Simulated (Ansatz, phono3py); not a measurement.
# Phonon transport in SrCl2 (Fm-3m)

Aim: the lattice thermal conductivity of SrCl2 against temperature, and which phonons carry it.

Measurements to reproduce:
- thermal conductivity 2.3 W/m/K near room temperature (given in “Predicting the lattice thermal conductivity of solids by solving the Boltzmann transport equation: AFLOW - AAPL an automated, accurate and efficient framework”, 2017, arXiv:1611.05481)

Main program and level: Ansatz 0.2.0; DFT LDA, scalar-relativistic, plane waves, PAW.

## 1. The starting structure

Symmetry: Fm-3m, No. 225, cubic system. The conventional cell has a = 6.977 Å, b = 6.977 Å, c = 6.977 Å, α = 90.00°, β = 90.00°, γ = 90.00°. Sr has 8 Cl at 3.02 Å nearest. Nearest to Cl lie 4 Sr at 3.02 Å. Farther neighbours and most contacts between anions are not listed.

As a file:

```cif
data_structure
_symmetry_space_group_name_H-M 'P 1'
_symmetry_Int_Tables_number 1
_cell_length_a 4.9333
_cell_length_b 4.9333
_cell_length_c 4.9333
_cell_angle_alpha 60.000
_cell_angle_beta 60.000
_cell_angle_gamma 60.000
_cell_volume 84.90
loop_
_atom_site_label
_atom_site_type_symbol
_atom_site_fract_x
_atom_site_fract_y
_atom_site_fract_z
_atom_site_occupancy
Sr1 Sr 0.00000 0.00000 0.00000 1
Cl2 Cl 0.25000 0.25000 0.25000 1
Cl3 Cl 0.75000 0.75000 0.75000 1
```

## 2. A first coarse run

A cheap single point shows whether the cell is a metal or an insulator and how far it is from rest; that sets the k-mesh and the occupations of what follows.

The input, input.yaml:

```yaml
crystal:
  lattice:
    - [0.0, 3.48835, 3.48835]
    - [3.48835, 0.0, 3.48835]
    - [3.48835, 3.48835, 0.0]
  atoms:
    - { symbol: Sr, position: [0.0, 0.0, 0.0] }
    - { symbol: Cl, position: [0.25, 0.25, 0.25] }
    - { symbol: Cl, position: [0.75, 0.75, 0.75] }
kpoints:
  mp_grid: { grid: [4, 4, 4] }
hamiltonian:
  xc: lda
scf:
  occupations: { method: gaussian, width: 0.1 }
output:
  forces: true
  stress: true
  eigenvalues: true
```

Started as:

```console
ansatz run input.yaml --threads 4 --pin off --max-ram 16384MiB --backend cpu --events-out ev --progress --plain --runs-dir out
```

Numbers of over 12 decimals in the logs are rounded to 6 here.

The program printed:

```text
Engine: ansatz 0.2.0, aarch64-unknown-linux-gnu
Pseudopotentials: kind: paw
Pseudopotential: Sr, paw, valence charge 10, recommended cutoff 420 eV (normal), Sr.paw.azcp
Pseudopotential: Cl, paw, valence charge 7, recommended cutoff 420 eV (normal), Cl.paw.azcp
Functional definition: SPW92
  exchange = slater_x
  correlation = pw_c
Crystal: 3 atoms, lattice volume = 84.897 Å³
Basis set: ecut = 420 eV, 1639 PW (Γ)
Bands: 16, of which v1, the nominal top of the filled ones, is band 12 counted from 1 (11 counted from 0)
Symmetry: 48 space group operations
Space group: Fm-3m (ITA 225), of the structure as read, at distance tolerance 4.4e-5 Å
k-points: 8 of 64
Non-local potential: Sr, projectors of the file, l = 0: 3, l = 1: 2, l = 2: 2
Non-local potential: Cl, projectors of the file, l = 0: 2, l = 1: 2, l = 2: 2
PAW form: soft (Blöchl's): semilocal exchange-correlation on the pseudo side does not see the compensation charge
PAW frozen core: Sr, regenerated for the run's functional, and the local potential with it (the file was generated under x = pbe(κ = 0.804, μ = 0.219515), c = pbe(β = 0.066725))
PAW frozen core: Cl, regenerated for the run's functional, and the local potential with it (the file was generated under x = pbe(κ = 0.804, μ = 0.219515), c = pbe(β = 0.066725))
PAW one-centre angular grid: Sr, 110 points (default); XC on 64 Gauss nodes
PAW one-centre angular grid: Cl, 110 points (default); XC on 64 Gauss nodes
Initial density: superposition of atomic densities (neutral atoms: chi_scale 0, normalization atom), corrected by the library's trained network
Initial wavefunctions: pseudopotential atomic-orbital guess
Functional: x = slater, c = lda
SCF iter   1: F=—  HF=-5540.045165 eV  |F-HF|=—  |Δ(HF+E_count)|=         —  Δρ=6.36e-3  dr2=3.66e-2  ethr=1.77e-3  ⟨swp⟩=9.0  Hψ=907  notcnv=0
preconditioner: auto → none  [insulator: Δε(μ)=4.772 eV  Ē_g=13.724 eV  σ=0.100 eV  W_gap=1.00  n_scr=14 (ndim 8)  ℏωp=18.9 eV  f_vac=0.093  D(μ)=0.00/eV (n_scr^D=0)  ε∞_Penn≈2.9]
SCF iter   2: F=—  HF=-5540.035339 eV  |F-HF|=—  |Δ(HF+E_count)|=   9.83e-3  Δρ=2.83e-3  dr2=3.12e-3  ethr=1.53e-4  ⟨swp⟩=2.0  Hψ=239  notcnv=0
SCF iter   3: F=—  HF=-5540.034617 eV  |F-HF|=—  |Δ(HF+E_count)|=   7.22e-4  Δρ=1.17e-3  dr2=5.93e-4  ethr=1.30e-5  ⟨swp⟩=2.5  Hψ=194  notcnv=0
SCF iter   4: F=—  HF=-5540.034476 eV  |F-HF|=—  |Δ(HF+E_count)|=   1.41e-4  Δρ=4.30e-5  dr2=5.78e-7  ethr=2.47e-6  ⟨swp⟩=1.2  Hψ=144  notcnv=0
SCF iter   5: F=—  HF=-5540.034492 eV  |F-HF|=—  |Δ(HF+E_count)|=   1.66e-5  Δρ=8.96e-6  dr2=2.61e-8  ethr=2.41e-9  ⟨swp⟩=3.4  Hψ=296  notcnv=0
SCF iter   6: F=-5540.034492 eV  HF=-5540.034492 eV  |F-HF|=6.37e-12  |Δ(HF+E_count)|=  4.02e-10  Δρ=1.62e-6  dr2=4.45e-10  ethr=1.09e-10  ⟨swp⟩=4.0  Hψ=660  notcnv=0
SCF 1 converged in 6 iterations: F = -5540.034492 eV  dr2 = 4.45e-10
  greatest PAW one-centre occupation: 0.986 electrons in one spin orbital (limit 2), on the Sr atom at site 0 (counted from 0), in its partial waves of l = 0
SCF converged after 6 iterations
Free energy (F): -5540.034492 eV
Harris-Foulkes:  -5540.034492 eV  (|F-HF|=6.37e-12)
Internal energy: -5540.034492 eV  (E = F + TS)
E sigma→0 (E₀):  -5540.034492 eV
Fermi energy:    5.295735 eV
--- Per-component energies (eV) ---
  E_band       = -152.612291
  E_kinetic    = 567.021972
  E_local      = -1186.906699  (includes V_loc(G=0)·N_el)
  E_nonlocal   = 266.274143
  E_hartree    = 322.999011
  E_xc         = -383.707778
  E_vxc        = -405.120704  (∫ρ·V_xc dr)
  E_paw        = -3847.622822  (= ΣΔE_a)
  E_vpaw       = -39.879278  (= ΣTr[D̂ρ^β])
  E_aug_tail   = 0.000198  (compensation charges beyond the density's cutoff)
  E_ewald      = -1278.767635
  E_core_change = 0.675119  (= ΣΔE_core)
  E_smearing   = -0.000000  (= −TS)
  E_closure    = -0.000000  (closes the sum)
  Σ components = -5540.034492   (vs F -5540.034492, Δ=0.00e0)
--- Forces (eV/Å), atoms counted from 1 ---
  atom   1  Sr    -0.00000000     0.00000000     0.00000000
  atom   2  Cl     0.00000000     0.00000000     0.00000000
  atom   3  Cl    -0.00000000     0.00000000     0.00000000
  max |Σ_I F_I| component: 1.16e-18 eV/Å
--- Stress (GPa, compression-positive) ---
       -2.846674      -0.000000       0.000000
       -0.000000      -2.846674      -0.000000
       -0.000000      -0.000000      -2.846674
  P = ⅓ Tr σ = -2.8467 GPa (-28.467 kbar)
--- Band table (eV; the first three rows and the last of 8) ---
  k-point 0: bands = [... 8 lower, 0.6715, 2.5094, 2.5094, 2.5094, 7.7346, 8.6868, 8.6868, 11.4883]
  k-point 1: bands = [... 8 lower, 1.0451, 1.8842, 2.1926, 2.1926, 8.8919, 9.0826, 9.0826, 10.3421]
  k-point 2: bands = [... 8 lower, 1.2922, 1.4839, 1.7803, 1.7803, 9.3185, 9.3185, 10.1773, 10.2761]
  k-point 7: bands = [... 8 lower, 1.6085, 1.6085, 2.5312, 2.7501, 8.7674, 9.5894, 9.8534, 9.8534]
```

Run time: 1.2 s. Hardware: 4 threads of Arm Neoverse V1, shared host; peak memory 0.29 GiB.

A gap read on the k-mesh alone can miss the band edges.

This step gave:

```
pressure          : -2.847 GPa
gap on the k-mesh : 4.880 eV
volume per atom   : 28.30 Å³
```

The start is under -2.8 GPa at this level and looks like an insulator or semiconductor on this mesh.

## 3. Finding the static equilibrium

The vibrations must be taken about the equilibrium of this functional, not about the starting cell, so the structure is relaxed.

input.yaml, the sections that differ from step 2:

```yaml
kpoints:
  mp_grid: { grid: [6, 6, 6] }
scf:
  occupations: { method: gaussian, width: 0.02 }
relax:
  adjacent_minimum: "off"
  f_tol: 0.005
  max_steps: 80
  cell: { stress_tol: 0.05 }
# crystal, hamiltonian, output: as in step 2
```

The program printed:

```text
[...]
Crystal: 3 atoms, lattice volume = 84.897 Å³
Basis set: ecut = 420 eV, 1639 PW (Γ)
Bands: 16, of which v1, the nominal top of the filled ones, is band 12 counted from 1 (11 counted from 0)
Symmetry: 48 space group operations
[...]
k-points: 16 of 216
[...]
SCF iter   1: F=—  HF=-5540.044012 eV  |F-HF|=—  |Δ(HF+E_count)|=         —  Δρ=6.34e-3  dr2=3.62e-2  ethr=1.77e-3  ⟨swp⟩=9.8  Hψ=1883  notcnv=0
[...]
SCF iter   6: F=-5540.034587 eV  HF=-5540.034587 eV  |F-HF|=6.78e-10  |Δ(HF+E_count)|=   3.38e-9  Δρ=2.08e-6  dr2=1.34e-9  ethr=9.56e-11  ⟨swp⟩=3.2  Hψ=1066  notcnv=0
SCF 1 converged in 6 iterations: F = -5540.034587 eV  dr2 = 1.34e-9
[...]
relax step   1: F+E_penalty+E_count = -5540.03458650 eV  Δ(F+E_penalty+E_count) = +0.000e0 eV  max|allowed force component| = 9.637e-19 eV/Å  Δτ_max = 0.0000 Å  P = -2.847 GPa  Ω = 84.897 Å³  (6 SCF iters, dr2 threshold 1.00e-7 eV, accepted)
Crystal: 3 atoms, lattice volume = 78.568 Å³
Basis set: ecut = 420 eV, 1471 PW (Γ)
[...]
iter 1 solved again at ethr=7.08e-5 eV; its pass at ethr=3.10e-3 eV (dr2=1.70e-2 eV) is discarded
[...]
SCF iter   5: F=-5540.094649 eV  HF=-5540.094648 eV  |F-HF|=8.90e-8  |Δ(HF+E_count)|=   6.51e-7  Δρ=2.24e-5  dr2=1.92e-7  ethr=1.25e-9  ⟨swp⟩=5.8  Hψ=1594  notcnv=0
SCF 2 converged in 5 iterations: F = -5540.094649 eV  dr2 = 1.92e-7
relax step   2: F+E_penalty+E_count = -5540.09464857 eV  Δ(F+E_penalty+E_count) = -6.006e-2 eV  max|allowed force component| = 9.059e-18 eV/Å  Δτ_max = 0.0000 Å  P = +0.026 GPa  Ω = 78.568 Å³  energy of the carried Pulay correction = +1.194e-4 eV  (5 SCF iters, dr2 threshold 3.00e-7 eV, accepted)
[...]
SCF iter   5: F=-5540.094530 eV  HF=-5540.094530 eV  |F-HF|=2.73e-12  |Δ(HF+E_count)|=  1.18e-11  Δρ=1.54e-7  dr2=1.12e-11  ethr=1.00e-12  ⟨swp⟩=7.4  Hψ=1413  notcnv=0
SCF 3 converged in 5 iterations: F = -5540.094530 eV  dr2 = 1.12e-11
relax step   3: F+E_penalty+E_count = -5540.09453002 eV  Δ(F+E_penalty+E_count) = +1.186e-4 eV  max|allowed force component| = 8.866e-18 eV/Å  Δτ_max = 0.0000 Å  P = +0.026 GPa  Ω = 78.568 Å³  stress off target by 2.57e-2 GPa  SCF on the basis re-selected at this cell (its energy is not comparable with the rows above)  (5 SCF iters)
basis re-selected at this cell: Δ(F+E_penalty+E_count) = +1.186e-4 eV, ΔP = +0.000 GPa vs the last step (what re-selecting the basis moved, of the pressure what is left beyond the Pulay correction that the steps carried, after the strain that the cell walked since its last selection, with what the two solves' SCF thresholds leave and, on support functions, any second-order correction that the steps lacked; it is no m [...]
SCF converged after 5 iterations
Free energy (F): -5540.094530 eV
[...]
Internal energy: -5540.094530 eV  (E = F + TS)
E sigma→0 (E₀):  -5540.094530 eV
Fermi energy:    6.178876 eV
[...]
--- Stress (GPa, compression-positive) ---
        0.025732      -0.000000      -0.000000
       -0.000000       0.025732      -0.000000
       -0.000000      -0.000000       0.025732
  P = ⅓ Tr σ = 0.0257 GPa (0.257 kbar)
--- Band table (eV; the first three rows and the last of 16) ---
  k-point 0: bands = [... 8 lower, 1.1599, 3.2524, 3.2524, 3.2524, 8.8048, 9.4054, 9.4054, 12.3860]
  k-point 1: bands = [... 8 lower, 1.3896, 2.8852, 3.0738, 3.0738, 9.4437, 9.6631, 9.6631, 11.4822]
  k-point 2: bands = [... 8 lower, 1.8222, 2.2786, 2.6963, 2.6963, 10.0422, 10.0422, 10.2590, 11.6933]
  k-point 15: bands = [... 8 lower, 1.8686, 2.6705, 3.2207, 3.5454, 9.2540, 10.7117, 10.7576, 11.0410]
--- Relaxed structure (2 steps of the walk, 2 accepted, 1 SCFs on fresh bases) ---
  F+E_penalty+E_count = -5540.09453002 eV   max|allowed force component| = 8.866e-18 eV/Å   (the final SCF, on the basis selected at the relaxed cell)
  cell:  # Å, volume = 78.5677 Å³
    - [0, 3.399419, 3.399419]
    - [3.399419, 0, 3.399419]
    - [3.399419, 3.399419, 0]
  atoms:
    - { symbol: Sr, position: [0, 0, 0] }
    - { symbol: Cl, position: [0.25, 0.25, 0.25] }
    - { symbol: Cl, position: [0.75, 0.75, 0.75] }
```

Run time: 1.8 s. Hardware: 4 threads; peak memory 0.33 GiB.

The steps of the relaxation:

```tsv
step	energy less that of the first step (eV)	largest force component (eV/Å)	pressure (GPa)	volume (Å³)
1	0.0000	0.0000	-2.85	84.90
2	-0.0601	0.0000	0.03	78.57
3*	-0.0599	0.0000	0.03	78.57
```

Relaxation steps marked * repeat the geometry before them on a plane-wave basis chosen anew for their cell, so energy and pressure can jump there.

Forces are held to the 48 operations that the run works with; a distortion that breaks them can't arise in this run.

```tsv
conventional cell, symmetrised	before	after	change
a (Å)	6.977	6.799	-2.5 %
b (Å)	6.977	6.799	-2.5 %
c (Å)	6.977	6.799	-2.5 %
volume (Å³/atom)	28.30	26.19	-7.5 %
```

Final coordinates:

```xyz
3
Lattice="0.0000 3.3994 3.3994 3.3994 0.0000 3.3994 3.3994 3.3994 0.0000" Properties=species:S:1:pos:R:3 pbc="T T T"
Sr    0.0000    0.0000    0.0000
Cl    1.6997    1.6997    1.6997
Cl    5.0991    5.0991    5.0991
```

This step gave:

```
pressure          : 0.02573 GPa
gap on the k-mesh : 5.100 eV
volume per atom   : 26.19 Å³
```

The relaxation ends with a pressure of 0.03 GPa.

## 4. Relaxing to small residual forces and stress

The relaxation is repeated with tighter thresholds on force and stress, since phonons are sensitive to what is left; a change of mesh or smearing in the input moves the cell too.

input.yaml, the sections that differ from step 3:

```yaml
crystal:
  lattice:
    - [0.0, 3.3994186519, 3.3994186519]
    - [3.3994186519, 0.0, 3.3994186519]
    - [3.3994186519, 3.3994186519, 0.0]
  atoms:
    - { symbol: Sr, position: [0.0, 0.0, 0.0] }
    - { symbol: Cl, position: [0.25, 0.25, 0.25] }
    - { symbol: Cl, position: [0.75, 0.75, 0.75] }
scf:
  occupations: { method: fixed }
relax:
  adjacent_minimum: "off"
  f_tol: 0.001
  max_steps: 60
  cell: { stress_tol: 0.01 }
# kpoints, hamiltonian, output: as in step 3
```

The program printed:

```text
[...]
Crystal: 3 atoms, lattice volume = 78.568 Å³
Basis set: ecut = 420 eV, 1471 PW (Γ)
Bands: 16, of which v1, the nominal top of the filled ones, is band 12 counted from 1 (11 counted from 0)
Symmetry: 48 space group operations
[...]
k-points: 16 of 216
[...]
k-point 15: bands = [... 8 lower, 1.8631, 2.6644, 3.2143, 3.5385, 9.2473, 10.7031, 10.7496, 11.0323]
--- Relaxed structure (2 steps of the walk, 2 accepted, 1 SCFs on fresh bases) ---
[...]
cell:  # Å, volume = 78.6200 Å³
    - [0, 3.400173, 3.400173]
    - [3.400173, 0, 3.400173]
    - [3.400173, 3.400173, 0]
  atoms:
    - { symbol: Sr, position: [0, 0, 0] }
    - { symbol: Cl, position: [0.25, 0.25, 0.25] }
    - { symbol: Cl, position: [0.75, 0.75, 0.75] }
[key lines of the parts left out:]
SCF converged after 4 iterations
Free energy (F): -5540.094533 eV
Fermi energy:    3.621742 eV
P = ⅓ Tr σ = -0.0037 GPa (-0.037 kbar)
```

It took 1.7 s on 4 threads; peak memory 0.32 GiB.

Little changed from the start: no atom moved by 0.005 Å and no cell edge by 0.1 %.

Numbers from this step:

- pressure: -0.003666 GPa
- gap on the k-mesh: 5.101 eV
- volume per atom: 26.21 Å³

The residual pressure is -0.0037 GPa, small enough for phonons.

## 5. An input with a fault

This input was changed on purpose, to see how the program answers.

The input, input.yaml:

```yaml
crystal:
  lattice:
    - [0.0, 3.4001734454, 3.4001734454]
    - [3.4001734454, 0.0, 3.4001734454]
    - [3.4001734454, 3.4001734454, 0.0]
  atoms:
    - { symbol: Sr, position: [0.0, 0.0, 0.0] }
    - { symbol: Cl, position: [0.25, 0.25, 0.25] }
    - { symbol: Cl, position: [0.75, 0.75, 0.75] }
kpoints:
  mp_grid: { grid: [4, 4, 4] }
hamiltonian:
  xc: lda
scf:
  occupations: { method: fixed }
  max_iter: 60
output:
  eigenvalues: true
phonons:
  supercell: [2, 2, 2]
  dielectric: false
  third_order: { supercell: [2, 2, 2], pair_cutoff: 3.095 }
  lattice_thermal_conductivity:
    qmesh: [9, 9, 9]
    temperatures: [300]
    isotope_mass_variance:
      - { species: Cl, variance: -0.0001 }
      - { species: Sr, variance: -0.0001 }
```

The program printed:

```text
Error: 2 input errors — fix all and re-run
  1. invalid value for `phonons.lattice_thermal_conductivity.isotope_mass_variance[].variance`: must be finite and ≥ 0; got -0.0001
  2. invalid value for `phonons.lattice_thermal_conductivity.isotope_mass_variance[].variance`: must be finite and ≥ 0; got -0.0001
```

It took 0.58 s on 4 threads; peak memory 0.031 GiB.

The input was rejected at the start.

The program's message: “Error: 2 input errors — fix all and re-run
  1. invalid value for `phonons.lattice_thermal_conductivity.isotope_mass_variance[].variance`: must be finite and ≥ 0; got -0.0001
  2. invalid value for `p …”

The fault put into the input: a negative mass variance.

(Part 1 of 3 ends here.)

[Logs are printed without paths, hosts, clocks, repeated set-up lines and the standing remarks that a program may print on its own settings, such as how far it seeks lower states.]

[Hosts, paths, dates, database ids (printed as entryN), source tags and the programs' standing remarks are cut or masked in the printed files.]

[A step with changed settings may run another functional than the one named; its input shows which.]
